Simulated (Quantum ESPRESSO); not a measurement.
**CrClO: orders under biaxial strain**

Aim: follow moments and order energies of CrClO with biaxial strain.

Method: PBEsol with U = 3.5 eV on Cr d (ortho-atomic projectors); plane waves with GBRV 1.5 PBEsol potentials, no spin-orbit coupling, in Quantum ESPRESSO 7.5.

## Step 1: Set-up

It takes space group Pmmn (No. 59, orthorhombic). The conventional cell has a = 3.190 Å, b = 3.867 Å, c = 7.952 Å, α = 90.00°, β = 90.00°, γ = 90.00°. Cr has 4 O at 1.98 to 2.03 Å and 2 Cl at 2.32 Å nearest. Nearest to Cl lie 2 Cr at 2.32 Å. Nearest to O lie 4 Cr at 1.98 to 2.03 Å. Farther neighbours and most contacts between anions are not listed.

The cell comes from Materials Project 2023-11-01, a database of computed structures, and need not be the stable phase.

## Step 2: Biaxial 0.94, ferro ++

Lengths in the Cartesian xy plane scale by the factor; z is kept. Atoms keep their fractional places. Seeded atoms are those given a starting moment.

Input file pw.in:

```
&CONTROL
  calculation = 'scf'
  prefix = 'pwscf'
  outdir = './tmp'
  pseudo_dir = './pseudo'
  disk_io = 'nowf'
  tprnfor = .true.
  tstress = .true.
/
&SYSTEM
  ibrav = 0
  celldm(1) = 8
  nat = 6
  ntyp = 3
  ecutwfc = 40
  ecutrho = 280
  nbnd = 40
  occupations = 'smearing'
  smearing = 'fd'
  degauss = 0.00999582
  nspin = 2
  starting_magnetization(1) = 0.2143
  starting_magnetization(2) = 0
  starting_magnetization(3) = 0
/
&ELECTRONS
  conv_thr = 1.2d-08
  electron_maxstep = 150
  mixing_beta = 0.3
/
ATOMIC_SPECIES
Cr     51.9961 cr_pbesol_v1.5.uspp.F.UPF
Cl     35.4500 cl_pbesol_v1.4.uspp.F.UPF
O      15.9990 o_pbesol_v1.2.uspp.F.UPF
CELL_PARAMETERS alat
   0.7083333855409    0.0000000000000    0.0000000000000
   0.0000000000000    0.8585420046240    0.0000000000000
   0.0000000000000    0.0000000000000    1.8784965310651
ATOMIC_POSITIONS crystal
Cr      0.0000000000    0.0000000000    0.1060403200
Cr      0.5000000000    0.5000000000    0.8939596800
Cl      0.0000000000    0.5000000000    0.6814219400
Cl      0.5000000000    0.0000000000    0.3185780600
O       0.5000000000    0.0000000000    0.9478179000
O       0.0000000000    0.5000000000    0.0521821000
K_POINTS automatic
6 6 6 0 0 0
HUBBARD {ortho-atomic}
U Cr-3d 3.5000
```

Command:

```
> OMP_NUM_THREADS=1 mpirun -n 4 pw.x -nk 4 -in pw.in > pw.out
```

Log:

```text
Program PWSCF v.7.5 starts

     Message from routine setup:
     using ibrav=0 with symmetry is DISCOURAGED, use correct ibrav instead

     K-points division:     npool     =       4
     Subspace diagonalization in iterative solution of the eigenvalue problem:

     bravais-lattice index     =            0
     lattice parameter (alat)  =       8.0000  a.u.
     unit-cell volume          =     584.8973 (a.u.)^3
     number of atoms/cell      =            6
     number of atomic types    =            3
     number of electrons       =        54.00
     number of Kohn-Sham states=           40
     kinetic-energy cutoff     =      40.0000  Ry
     charge density cutoff     =     280.0000  Ry
     scf convergence threshold =      1.2E-08
     mixing beta               =       0.3000
     number of iterations used =            8  plain     mixing
     Exchange-correlation= SLA  PW   PSX  PSC
                           (   1   4  10   8   0   0   0)
     Hubbard projectors: ortho-atomic
     Hubbard parameters of DFT+U (Dudarev formulation) in eV:
     U(Cr-3d) =  3.5000

     Internal variables: lda_plus_u =T, lda_plus_u_kind = 0

     Internal variables: orbital_resolved =F, hub_pot_fix =F, apply_U = F

     celldm(1)=   8.000000  celldm(2)=   0.000000  celldm(3)=   0.000000
     celldm(4)=   0.000000  celldm(5)=   0.000000  celldm(6)=   0.000000

     crystal axes: (cart. coord. in units of alat)
               a(1) = (   0.708333   0.000000   0.000000 )
               a(2) = (   0.000000   0.858542   0.000000 )
               a(3) = (   0.000000   0.000000   1.878497 )

     reciprocal axes: (cart. coord. in units 2 pi/alat)
               b(1) = (  1.411765  0.000000  0.000000 )
               b(2) = (  0.000000  1.164765  0.000000 )
               b(3) = (  0.000000  0.000000  0.532341 )

     PseudoPot. # 1 for Cr read from file:
     cr_pbesol_v1.5.uspp.F.UPF
     Pseudo is Ultrasoft + core correction, Zval = 14.0

     PseudoPot. # 2 for Cl read from file:
     cl_pbesol_v1.4.uspp.F.UPF
     Pseudo is Ultrasoft + core correction, Zval =  7.0

     PseudoPot. # 3 for O  read from file:
     o_pbesol_v1.2.uspp.F.UPF
     Pseudo is Ultrasoft + core correction, Zval =  6.0

     atomic species   valence    mass     pseudopotential
     Cr               14.00    51.99610     Cr( 1.00)
     Cl                7.00    35.45000     Cl( 1.00)
     O                 6.00    15.99900     O ( 1.00)

     Starting magnetic structure
     atomic species   magnetization
     Cr              0.214
     Cl              0.000
     O               0.000

      8 Sym. Ops., with inversion, found ( 4 have fractional translation)

   Cartesian axes

     site n.     atom                  positions (alat units)
         1        Cr     tau(   1) = (   0.0000000   0.0000000   0.1991964  )
         2        Cr     tau(   2) = (   0.3541667   0.4292710   1.6793002  )
         3        Cl     tau(   3) = (   0.0000000   0.4292710   1.2800488  )
         4        Cl     tau(   4) = (   0.3541667   0.0000000   0.5984478  )
         5        O      tau(   5) = (   0.3541667   0.0000000   1.7804726  )
         6        O      tau(   6) = (   0.0000000   0.4292710   0.0980239  )

     number of k points=    64  Fermi-Dirac smearing, width (Ry)=  0.0100
                       cart. coord. in units 2pi/alat
        k(    1) = (   0.0000000   0.0000000   0.0000000), wk =   0.0046296
        k(    2) = (   0.0000000   0.0000000   0.0887234), wk =   0.0092593
        k(    3) = (   0.0000000   0.0000000   0.1774469), wk =   0.0092593
        k(    4) = (   0.0000000   0.0000000  -0.2661703), wk =   0.0046296
        k(    5) = (   0.0000000   0.1941276   0.0000000), wk =   0.0092593
        [... 59 further k-points ...]

     Dense  grid:    46291 G-vectors     FFT dimensions: (  32,  40,  81)

     Smooth grid:    19981 G-vectors     FFT dimensions: (  24,  30,  64)

     Check: negative core charge=   -0.000005
     Generating pointlists ...
     new r_m :   0.1819 (alat units)  1.4554 (a.u.) for type    1
     new r_m :   0.2202 (alat units)  1.7612 (a.u.) for type    2
     new r_m :   0.1819 (alat units)  1.4554 (a.u.) for type    3

     Initial potential from superposition of free atoms

     starting charge      52.0000, renormalised to      54.0000

     negative rho (up, down):  1.641E-02 1.614E-02

     STARTING HUBBARD OCCUPATIONS:

     =================== HUBBARD OCCUPATIONS ===================
     ------------------------ ATOM    1 ------------------------
     Tr[ns(  1)] (up, down, total) =   3.40000  0.00000  3.40000
     Atomic magnetic moment for atom   1 =   3.40000
     [... lines left out ...]
     ------------------------ ATOM    2 ------------------------
     Tr[ns(  2)] (up, down, total) =   3.40000  0.00000  3.40000
     Atomic magnetic moment for atom   2 =   3.40000
     [... lines left out ...]
     Number of occupied Hubbard levels =    6.8000

     Atomic wfc used for Hubbard projectors are orthogonalized

     Starting wfcs are   36 randomized atomic wfcs +    4 random wfcs

     Self-consistent Calculation

     iteration #  1     ecut=    40.00 Ry     beta= 0.30
     Davidson diagonalization with overlap
     ethr =  1.00E-02,  avg # of iterations =  6.2

     =================== HUBBARD OCCUPATIONS ===================
     ------------------------ ATOM    1 ------------------------
     Tr[ns(  1)] (up, down, total) =   3.52515  0.45466  3.97981
     Atomic magnetic moment for atom   1 =   3.07048
     [... lines left out ...]
     ------------------------ ATOM    2 ------------------------
     Tr[ns(  2)] (up, down, total) =   3.52515  0.45466  3.97981
     Atomic magnetic moment for atom   2 =   3.07048
     [... lines left out ...]
     Number of occupied Hubbard levels =    7.9596

     negative rho (up, down):  1.522E-02 1.745E-02

     total energy              =    -481.41575098 Ry
     estimated scf accuracy    <       1.50288298 Ry

     total magnetization       =     6.00 Bohr mag/cell
     absolute magnetization    =     6.46 Bohr mag/cell

     iteration #  2     ecut=    40.00 Ry     beta= 0.30
     Davidson diagonalization with overlap
     ethr =  2.78E-03,  avg # of iterations =  2.2

     negative rho (up, down):  1.472E-02 1.841E-02

     total energy              =    -481.68669655 Ry
     estimated scf accuracy    <       0.13763599 Ry

     total magnetization       =     6.00 Bohr mag/cell
     absolute magnetization    =     6.23 Bohr mag/cell

     [... further iterations left out ...]

     iteration # 11     ecut=    40.00 Ry     beta= 0.30
     Davidson diagonalization with overlap
     ethr =  4.73E-10,  avg # of iterations =  2.4

     negative rho (up, down):  1.433E-02 2.090E-02

     total energy              =    -481.72422799 Ry
     estimated scf accuracy    <       0.00000006 Ry

     total magnetization       =     6.00 Bohr mag/cell
     absolute magnetization    =     6.26 Bohr mag/cell

     iteration # 12     ecut=    40.00 Ry     beta= 0.30
     Davidson diagonalization with overlap
     ethr =  1.09E-10,  avg # of iterations =  2.0

     negative rho (up, down):  1.433E-02 2.090E-02

     Magnetic moment per site  (integrated on atomic sphere of radius R)
     atom   1 (R=0.182)  charge= 10.6086  magn=  2.3503
     atom   2 (R=0.182)  charge= 10.6086  magn=  2.3503
     atom   3 (R=0.220)  charge=  4.8866  magn= -0.0049
     atom   4 (R=0.220)  charge=  4.8866  magn= -0.0049
     atom   5 (R=0.182)  charge=  5.2962  magn= -0.0082
     atom   6 (R=0.182)  charge=  5.2962  magn= -0.0082

     End of self-consistent calculation

     =================== HUBBARD OCCUPATIONS ===================
     ------------------------ ATOM    1 ------------------------
     Tr[ns(  1)] (up, down, total) =   3.62514  0.63219  4.25733
     Atomic magnetic moment for atom   1 =   2.99295
     [... lines left out ...]
     ------------------------ ATOM    2 ------------------------
     Tr[ns(  2)] (up, down, total) =   3.62514  0.63219  4.25733
     Atomic magnetic moment for atom   2 =   2.99295
     [... lines left out ...]
     Number of occupied Hubbard levels =    8.5147

     Number of k-points >= 100: set verbosity='high' to print the bands.

     the Fermi energy is     8.8590 ev

!    total energy              =    -481.72422840 Ry
     estimated scf accuracy    <          8.6E-09 Ry
     smearing contrib. (-TS)   =      -0.00001479 Ry
     internal energy E=F+TS    =    -481.72421361 Ry

     The total energy is F=E-TS. E is the sum of the following terms:
     one-electron contribution =    -511.18915898 Ry
     hartree contribution      =     277.00787855 Ry
     xc contribution           =     -78.25882447 Ry
     ewald contribution        =    -169.54709315 Ry
     Hubbard energy            =       0.26298443 Ry

     total magnetization       =     6.00 Bohr mag/cell
     absolute magnetization    =     6.26 Bohr mag/cell

     convergence has been achieved in  12 iterations

     negative rho (up, down):  1.433E-02 2.090E-02

     Forces acting on atoms (cartesian axes, Ry/au):

     atom    1 type  1   force =     0.00000000    0.00000000    0.03892615
     atom    2 type  1   force =     0.00000000    0.00000000   -0.03892615
     atom    3 type  2   force =     0.00000000    0.00000000   -0.03061270
     atom    4 type  2   force =     0.00000000    0.00000000    0.03061270
     atom    5 type  3   force =     0.00000000    0.00000000   -0.01660431
     atom    6 type  3   force =     0.00000000    0.00000000    0.01660431

     Total force =     0.073866     Total SCF correction =     0.000106

     Computing stress (Cartesian axis) and pressure

     negative rho (up, down):  1.433E-02 2.090E-02
          total   stress  (Ry/bohr**3)                   (kbar)     P=      200.96
   0.00140858   0.00000000   0.00000000          207.21        0.00        0.00
   0.00000000   0.00189661   0.00000000            0.00      279.00        0.00
   0.00000000   0.00000000   0.00079311            0.00        0.00      116.67

=------------------------------------------------------------------------------=
   JOB DONE.
=------------------------------------------------------------------------------=
```

It took 1.7 min on 4 MPI ranks of Intel Xeon Platinum 8259CL at 2.50GHz (Skylake/Cascade Lake), shared host; peak memory 0.73 GiB.

Spin moment in the atom's sphere by atom:

```
atom  spin moment in the atom's sphere (μB)
 Cr1                                   2.35
 Cr2                                   2.35
 Cl3                                   0.00
 Cl4                                   0.00
  O5                                  -0.01
  O6                                  -0.01
```

This step gave:

| Item | Value |
| --- | --- |
| smearing term TS | 2.01e-4 eV |
| pressure | 20.10 GPa |
| magnetization | 6 μB |
| absolute magnetization | 6.263 μB |
| final state | ferromagnetic |

## Step 3: Biaxial 0.94, antiferro +-

pw.in: that of step 2 with these lines changed.

```diff
@@ -13,6 +13,6 @@
   nat = 6
-  ntyp = 3
+  ntyp = 4
   ecutwfc = 40
   ecutrho = 280
-  nbnd = 40
+  nbnd = 37
   occupations = 'smearing'
@@ -22,4 +22,5 @@
   starting_magnetization(1) = 0.2143
-  starting_magnetization(2) = 0
+  starting_magnetization(2) = -0.2143
   starting_magnetization(3) = 0
+  starting_magnetization(4) = 0
 /
@@ -31,3 +32,4 @@
 ATOMIC_SPECIES
-Cr     51.9961 cr_pbesol_v1.5.uspp.F.UPF
+Cr1    51.9961 cr_pbesol_v1.5.uspp.F.UPF
+Cr2    51.9961 cr_pbesol_v1.5.uspp.F.UPF
 Cl     35.4500 cl_pbesol_v1.4.uspp.F.UPF
@@ -39,4 +41,4 @@
 ATOMIC_POSITIONS crystal
-Cr      0.0000000000    0.0000000000    0.1060403200
-Cr      0.5000000000    0.5000000000    0.8939596800
+Cr1     0.0000000000    0.0000000000    0.1060403200
+Cr2     0.5000000000    0.5000000000    0.8939596800
 Cl      0.0000000000    0.5000000000    0.6814219400
@@ -48,2 +50,3 @@
 HUBBARD {ortho-atomic}
-U Cr-3d 3.5000
+U Cr1-3d 3.5000
+U Cr2-3d 3.5000
```

Log:

```text
     [... lines left out ...]
Program PWSCF v.7.5 starts
     [... lines left out ...]
     number of atoms/cell      =            6
     [... lines left out ...]
     number of electrons       =        54.00
     number of Kohn-Sham states=           37
     kinetic-energy cutoff     =      40.0000  Ry
     charge density cutoff     =     280.0000  Ry
     scf convergence threshold =      1.2E-08
     [... lines left out ...]
      4 Sym. Ops. (no inversion) found
     [... lines left out ...]
     number of k points=    64  Fermi-Dirac smearing, width (Ry)=  0.0100
     [... lines left out ...]
     iteration # 12     ecut=    40.00 Ry     beta= 0.30
     [... lines left out ...]
     Magnetic moment per site  (integrated on atomic sphere of radius R)
     atom   1 (R=0.182)  charge= 10.6063  magn=  2.3176
     atom   2 (R=0.182)  charge= 10.6063  magn= -2.3176
     atom   3 (R=0.220)  charge=  4.8857  magn=  0.0088
     atom   4 (R=0.220)  charge=  4.8857  magn= -0.0088
     atom   5 (R=0.182)  charge=  5.2988  magn= -0.0186
     atom   6 (R=0.182)  charge=  5.2988  magn=  0.0186
     [... lines left out ...]
     Tr[ns(  1)] (up, down, total) =   3.60497  0.65037  4.25535
     [... lines left out ...]
     Tr[ns(  2)] (up, down, total) =   0.65036  3.60496  4.25533
     [... lines left out ...]
     the Fermi energy is     8.7958 ev
!    total energy              =    -481.72068482 Ry
     estimated scf accuracy    <          9.1E-09 Ry
     smearing contrib. (-TS)   =      -0.00000907 Ry
     [... lines left out ...]
     total magnetization       =     0.00 Bohr mag/cell
     absolute magnetization    =     6.23 Bohr mag/cell
     convergence has been achieved in  12 iterations
     [... lines left out ...]
     Total force =     0.067391     Total SCF correction =     0.000135
     [... lines left out ...]
          total   stress  (Ry/bohr**3)                   (kbar)     P=      199.95
     [... lines left out ...]
```

The job ended after 94 s (4 MPI ranks; peak memory 0.73 GiB).

Spin moment in the atom's sphere by atom:

```
atom  spin moment in the atom's sphere (μB)
 Cr1                                   2.32
 Cr2                                  -2.32
 Cl3                                   0.01
 Cl4                                  -0.01
  O5                                  -0.02
  O6                                   0.02
```

Numbers from this step:

```yaml
smearing_term_ts: 1.23e-4 eV
pressure: 19.99 GPa
magnetization: 0 μB
absolute_magnetization: 6.231 μB
final_state: antiferromagnetic
```

(Part 1 of 2 ends here.)

[Logs and program files are shortened in this print: banners, set-up blocks, solver, clock and traceback lines can be left out without a mark of their own.]

[Logs are printed without paths, hosts, clocks, repeated set-up lines and the standing remarks that a program may print on its own settings, such as how far it seeks lower states.]

[Hosts, paths, dates, database ids (printed as entryN), source tags and the programs' standing remarks are cut or masked in the printed files.]

[Where a cell is said to come from a database of computed structures, the database is the Materials Project.]
